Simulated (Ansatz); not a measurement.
## Cd (P6_3/mmc): phonon-mediated transition temperature

Wanted: λ, ω_log and Tc of Cd (P6_3/mmc). The cell shown first is a relaxed one, from steps not shown here.

Program: Ansatz 0.2.0. Level of theory: DFT PBE, scalar-relativistic, plane waves, PAW; PAW set soft_1. Results are calculated unless marked as measured.

This is a report of a sequence of runs, with most program output left out.

## (1) The cell after earlier relaxation steps

Symmetry: P6_3/mmc, No. 194, hexagonal system. Conventional cell: a = 2.998 Å, b = 2.998 Å, c = 5.934 Å, α = 90.00°, β = 90.00°, γ = 120.00°. Nearest to Cd lie 6 Cd at 3.00 Å.

## (2) Coupling and resistivity: q 6×6×2, k 12×12×6, scattering 24×24×8

The run that gives the couplings also evaluates McMillan's and Allen and Dynes's formulas and, where asked, the Eliashberg equations, over a range of μ*.

Input file input.yaml:

```yaml
crystal:
  lattice:
    - [2.9982171966, 0.0, 0.0]
    - [-1.4991085983, 2.5965322583, 0.0]
    - [0.0, 0.0, 5.9340501968]
  atoms:
    - { symbol: Cd, position: [0.3333333333, 0.6666666667, 0.25] }
    - { symbol: Cd, position: [0.6666666667, 0.3333333333, 0.75] }
kpoints:
  mp_grid: { grid: [12, 12, 6] }
hamiltonian:
  xc: pbe
  pseudopotentials: { kind: paw, azcp: { folder: soft_1 } }
scf:
  occupations: { method: methfessel_paxton, width: 0.2 }
output:
  eigenvalues: true
phonons:
  method: dfpt
  qmesh: [6, 6, 2]
  temperatures: { t_max: 1000, t_step: 50 }
  qpath:
    path:
      - [[0.0, 0.0, 0.0], [0.5, 0.0, 0.0], [0.33333333, 0.33333333, 0.0], [0.0, 0.0, 0.0], [0.0, 0.0, 0.5], [0.5, 0.0, 0.5], [0.33333333, 0.33333333, 0.5], [0.0, 0.0, 0.5]]
      - [[0.5, 0.0, 0.5], [0.5, 0.0, 0.0]]
    npoints: 6
  electrical_resistivity:
    mesh: [24, 24, 8]
    temperatures: [20.0, 50.0, 80.0, 100.0, 150.0, 200.0, 273.0, 300.0, 400.0, 500.0, 600.0, 800.0]
  superconductivity: { mesh: [24, 24, 8] }
```

The run is started by

```console
> ansatz run input.yaml --threads 16 --pin off --max-ram 92160MiB --backend cuda --events-out ev --progress --plain --runs-dir out --max-vram 78GiB
```

Wall time 81 s (1 × NVIDIA GB200 with 16 threads of Arm Neoverse V2, shared host); peak memory 11 GiB.

This step gave:

```yaml
volume_per_atom: 23.10 Å³/atom
metallic_on_mesh: yes
gap_on_the_k_mesh: 0 eV
zero_point_energy: 0.02683 eV/cell
share_of_imaginary_modes_in_the_plain_interpolation_between_solved_wavevectors: 0
highest_frequency_solved_or_plainly_interpolated: 146.6 cm⁻¹
debye_temperature_second_moment: 154 K
resistivity_at_300_k: 23.2 μΩ cm, mean of the axes
coupling_constant_lambda: 1.252
density_of_states_at_the_fermi_level: 0.26 states/eV a spin and cell
log_mean_phonon_energy_omega_log: 2.92 meV
transport_coupling_constant_lambda_tr: 0.9889, 0.9889, 1.808 (xx, yy, zz)
drude_plasma_energy: 7.633, 7.633, 7.88 eV (xx, yy, zz)
resistivity_times_mean_free_path: 11.91, 11.91, 12.61 × 10⁻¹⁶ Ω m² (xx, yy, zz)
second_moment_phonon_energy_omega: 5.017 meV
coupling_lambda_by_branch: 0.734, 0.347, 0.0408, 0.0394, 0.0438, 0.0469 (branches by rank of frequency)
```

Transition temperatures:

```csv
μ*,McMillan Tc (K),Allen–Dynes Tc (K),isotropic Fermi-surface Tc (K),isotropic full bandwidth Tc (K),anisotropic Fermi-surface Tc (K),anisotropic full bandwidth Tc (K),anisotropic narrow window Tc (K)
0.08,3.42,3.85,3.58,3.58,3.81,3.81,3.81
0.1,3.19,3.55,3.25,3.25,3.5,3.5,3.5
0.12,2.96,3.26,2.95,2.95,3.21,3.21,3.21
0.13,2.85,3.12,2.8,2.8,3.07,3.07,3.07
0.14,2.73,2.99,2.66,2.66,2.94,2.94,2.94
0.16,2.51,2.72,2.39,2.39,2.69,2.69,2.69
0.2,2.07,2.22,1.91,1.91,2.24,2.24,2.24
```

## (3) Resistivity: q 6×6×2, k 18×18×8, scattering 30×30×12

The next rung changes the k mesh of the density and its response; the scattering mesh, which samples the Fermi surface.

Edit input.yaml of step 2 so:

```diff
@@ -9,3 +9,3 @@
 kpoints:
-  mp_grid: { grid: [12, 12, 6] }
+  mp_grid: { grid: [18, 18, 8] }
 hamiltonian:
@@ -27,4 +27,4 @@
   electrical_resistivity:
-    mesh: [24, 24, 8]
+    mesh: [30, 30, 12]
     temperatures: [20.0, 50.0, 80.0, 100.0, 150.0, 200.0, 273.0, 300.0, 400.0, 500.0, 600.0, 800.0]
-  superconductivity: { mesh: [24, 24, 8] }
+  superconductivity: { mesh: [30, 30, 12] }
```

It took 1.7 min on 1 × NVIDIA GB200 with 16 threads; peak memory 11 GiB; 13 min of CPU time.

Numbers from this step:

| Item | Value |
| --- | --- |
| zero-point energy | 0.02664 eV/cell |
| highest frequency, solved or plainly interpolated | 145.4 cm⁻¹ |
| Debye temperature (second moment) | 153 K |
| resistivity at 300 K | 19.86 μΩ cm, mean of the axes |
| coupling constant λ | 1.074 |
| density of states at the Fermi level | 0.2435 states/eV a spin and cell |
| log mean phonon energy ħω_log | 3.201 meV |
| transport coupling constant λ_tr | 0.8216, 0.8216, 1.513 (xx, yy, zz) |
| Drude plasma energy | 7.578, 7.578, 7.853 eV (xx, yy, zz) |
| resistivity times mean free path | 12.43, 12.43, 12.61 × 10⁻¹⁶ Ω m² (xx, yy, zz) |
| second-moment phonon energy ħω₂ | 5.242 meV |
| coupling λ by branch | 0.609, 0.312, 0.0365, 0.0332, 0.0402, 0.0439 (branches by rank of frequency) |

Transition temperatures:

```csv
μ*,McMillan Tc (K),Allen–Dynes Tc (K),isotropic Fermi-surface Tc (K),isotropic full bandwidth Tc (K),anisotropic Fermi-surface Tc (K),anisotropic full bandwidth Tc (K),anisotropic narrow window Tc (K)
0.08,3.13,3.43,3.16,3.16,3.39,3.39,3.39
0.1,2.87,3.12,2.84,2.84,3.08,3.08,3.08
0.12,2.62,2.83,2.53,2.53,2.8,2.8,2.8
0.13,2.5,2.69,2.39,2.39,2.66,2.66,2.66
0.14,2.38,2.55,2.25,2.25,2.53,2.53,2.53
0.16,2.14,2.28,1.99,1.99,2.29,2.29,2.29
0.2,1.68,1.78,1.52,1.53,1.85,1.85,1.85
```

For the coupling constant λ, step 2 gave 1.25; this run, with k-mesh 18×18×8 and scattering mesh 30×30×12, gives 1.07 (-14 %).

## (4) Electron–phonon run: q 7×7×3, k 21×21×9, scattering 42×42×16

The next rung changes the q mesh, which sets the reach of the force constants and couplings; the k mesh of the density and its response; the scattering mesh, which samples the Fermi surface.

input.yaml, the sections that differ from step 3:

```yaml
kpoints:
  mp_grid: { grid: [21, 21, 9] }
phonons:
  method: dfpt
  qmesh: [7, 7, 3]
  temperatures: { t_max: 1000, t_step: 50 }
  qpath:
    path:
      - [[0.0, 0.0, 0.0], [0.5, 0.0, 0.0], [0.33333333, 0.33333333, 0.0], [0.0, 0.0, 0.0], [0.0, 0.0, 0.5], [0.5, 0.0, 0.5], [0.33333333, 0.33333333, 0.5], [0.0, 0.0, 0.5]]
      - [[0.5, 0.0, 0.5], [0.5, 0.0, 0.0]]
    npoints: 6
  electrical_resistivity:
    mesh: [42, 42, 16]
    temperatures: [20.0, 50.0, 80.0, 100.0, 150.0, 200.0, 273.0, 300.0, 400.0, 500.0, 600.0, 800.0]
  superconductivity: { mesh: [42, 42, 16] }
# crystal, hamiltonian, scf, output: as in step 3
```

Wall time 4.1 min (1 × NVIDIA GB200 with 16 threads); peak memory 14 GiB; 34 min of CPU time.

This step gave:

```
zero-point energy                                 : 0.02652 eV/cell
highest frequency, solved or plainly interpolated : 146.4 cm⁻¹
resistivity at 300 K                              : 20.07 μΩ cm, mean of the axes
coupling constant λ                               : 1.085
density of states at the Fermi level              : 0.245 states/eV a spin and cell
log mean phonon energy ħω_log                     : 3.145 meV
transport coupling constant λ_tr                  : 0.8363, 0.8363, 1.561 (xx, yy, zz)
Drude plasma energy                               : 7.66, 7.66, 7.84 eV (xx, yy, zz)
resistivity times mean free path                  : 12.28, 12.28, 12.61 × 10⁻¹⁶ Ω m² (xx, yy, zz)
second-moment phonon energy ħω₂                   : 5.205 meV
coupling λ by branch                              : 0.62, 0.311, 0.0379, 0.0335, 0.0405, 0.043 (branches by rank of frequency)
```

Transition temperatures:

```csv
μ*,McMillan Tc (K),Allen–Dynes Tc (K),isotropic Fermi-surface Tc (K),isotropic full bandwidth Tc (K),anisotropic Fermi-surface Tc (K),anisotropic full bandwidth Tc (K),anisotropic narrow window Tc (K)
0.08,3.11,3.42,3.15,3.15,3.38,3.38,3.38
0.1,2.86,3.12,2.83,2.83,3.08,3.08,3.08
0.12,2.62,2.83,2.53,2.53,2.8,2.8,2.8
0.13,2.5,2.69,2.39,2.39,2.66,2.66,2.66
0.14,2.38,2.55,2.25,2.25,2.53,2.53,2.53
0.16,2.14,2.29,1.99,1.99,2.29,2.29,2.29
0.2,1.69,1.79,1.53,1.53,1.85,1.85,1.85
```

Eliashberg function α²F against phonon energy; read off at these points:

```csv
phonon energy (meV),α²F,α²F tr
0.50,1.0e-4,3.5e-6
1.00,0.00113,3.1e-4
1.50,0.205,0.259
2.00,0.545,0.613
2.19,0.570,0.616
2.50,0.428,0.447
3.00,0.371,0.359
3.50,0.273,0.255
4.00,0.231,0.211
4.50,0.199,0.176
5.00,0.175,0.144
5.50,0.153,0.108
6.00,0.142,0.0900
6.50,0.134,0.0728
7.00,0.0773,0.0422
7.50,0.0406,0.0320
8.00,0.0407,0.0318
8.50,0.0435,0.0357
9.00,0.0717,0.0551
9.50,0.0558,0.0487
10.00,0.0560,0.0501
10.50,0.0572,0.0503
11.00,0.0571,0.0485
11.50,0.0574,0.0476
12.00,0.0591,0.0476
12.50,0.0593,0.0465
13.00,0.0569,0.0437
13.50,0.0497,0.0371
14.00,0.0404,0.0291
14.50,0.0364,0.0275
15.00,0.0590,0.0452
15.50,0.102,0.0811
16.00,0.213,0.177
16.50,0.120,0.0954
17.00,0.0898,0.0721
17.50,0.0701,0.0579
18.00,0.0279,0.0245
```

Anisotropic full-bandwidth solution, weighted at the Fermi level. Gaps:

```csv
mu*,T (K),mean gap (meV),5 % (meV),95 % (meV),mean Z
0.1,0.769,0.496,0.315,0.619,2.03
0.1,1.54,0.475,0.3,0.592,2.03
0.1,2.31,0.388,0.243,0.482,2.05
0.1,2.77,0.265,0.166,0.328,2.07
0.13,0.665,0.415,0.25,0.531,2.04
0.13,1.33,0.396,0.238,0.507,2.04
0.13,2,0.323,0.192,0.413,2.05
0.13,2.4,0.22,0.13,0.281,2.07
0.16,0.572,0.345,0.196,0.452,2.05
0.16,1.14,0.329,0.186,0.432,2.05
0.16,1.72,0.267,0.149,0.351,2.06
0.16,2.06,0.182,0.101,0.238,2.07
```

The dTc/da2F by phonon energy:

```csv
phonon energy (meV),dTc/da2F (K/meV)
0.5,1.89
1.0,2.84
1.5,3.09
2.0,3.03
2.5,2.87
3.0,2.68
3.5,2.50
4.0,2.33
4.5,2.17
5.0,2.02
5.5,1.89
6.0,1.77
6.5,1.67
7.0,1.57
7.5,1.48
8.0,1.41
8.5,1.33
9.0,1.27
9.5,1.20
10.0,1.14
10.5,1.09
11.0,1.04
11.5,0.996
12.0,0.952
12.5,0.912
13.0,0.876
13.5,0.841
14.0,0.808
14.5,0.777
15.0,0.749
15.5,0.723
16.0,0.696
16.5,0.672
17.0,0.649
17.5,0.628
18.0,0.608
```

The share of the Fermi-level states by lambda of a state:

```csv
lambda of a state,share of the Fermi-level states
0.515,0.0131
0.568,0.015
0.621,0.0599
0.674,0.0358
0.727,0.120
0.780,0.0732
0.833,0.0603
0.885,0.0235
0.938,0.0449
0.991,0.0437
1.040,0.0507
1.100,0.0299
1.150,0.0455
1.200,0.0344
1.260,0.0072
1.310,0.0055
1.360,0.0104
1.410,0.0036
1.470,0.145
1.520,0.0384
1.570,0.116
1.630,0.0139
1.680,0.0081
1.730,0.0013
```

Twice the integral of α²F/ω over this curve gives λ = 1.1, half of it from below 2.76 meV. The most distinct maxima of the Eliashberg function α²F (α²F) lie at 2.19 and 16.04 meV, the highest at 2.19 meV.

## (5) What came out

```yaml
meshes: q 7×7×3, k 21×21×9, scattering 42×42×16
coupling_constant_lambda: 1.08
log_mean_phonon_energy_omega_log: 3.15 meV
allen_dynes_tc_at_mu_star_0p1: 3.12 K
allen_dynes_tc_at_mu_star_0p13: 2.69 K
anisotropic_eliashberg_tc_at_mu_star_0p1: 3.08 K
anisotropic_eliashberg_tc_at_mu_star_0p13: 2.66 K
```

In words: In the last run (PBE, q 7×7×3, k 21×21×9, scattering 42×42×16), with λ = 1.1 and ħω_log = 3.15 meV, Tc at μ* = 0.13 is 2.5 K by McMillan's formula, 2.7 K by Allen and Dynes's and 2.7 K by the anisotropic Eliashberg equations. Measured: transition temperature: 0.52 K (bulk, normal pressure; compiled value; quoted in “List of superconductors”, 2026, Wikipedia's table of superconducting elements, as read in December). At μ* = 0.13 the calculation gives 2.7 K, far above it. These runs do not show the cause; candidates are the relaxed cell, a larger μ* and the meshes. Raising μ* from 0.10 to 0.16 lowers the Allen–Dynes value from 3.1 to 2.3 K. The mean gap at a quarter of Tc gives 2Δ/k_B Tc = 3.62, against 3.53 in weak-coupling theory. The gap spreads from 0.25 to 0.53 meV over nine tenths of the Fermi surface. By the run's own test λ is not converged in the fine mesh: it moves by 2 % between the two finest, and by up to 5 % in the other runs. The run's transport test calls it not converged in the mesh; ρ(300 K) moves by 8 % in the component that moves most. Over the runs, λ takes the values 1.25, 1.07 and 1.08, in the order shown. μ* is a typed number, phonons are harmonic, and spin fluctuations are left out; at μ* = 0.13 McMillan's formula turns 1 % in λ into about 1.6 % in Tc.

[Logs are printed without paths, hosts, clocks, repeated set-up lines and the standing remarks that a program may print on its own settings, such as how far it seeks lower states.]

[Hosts, paths, dates, database ids (printed as entryN), source tags and the programs' standing remarks are cut or masked in the printed files.]
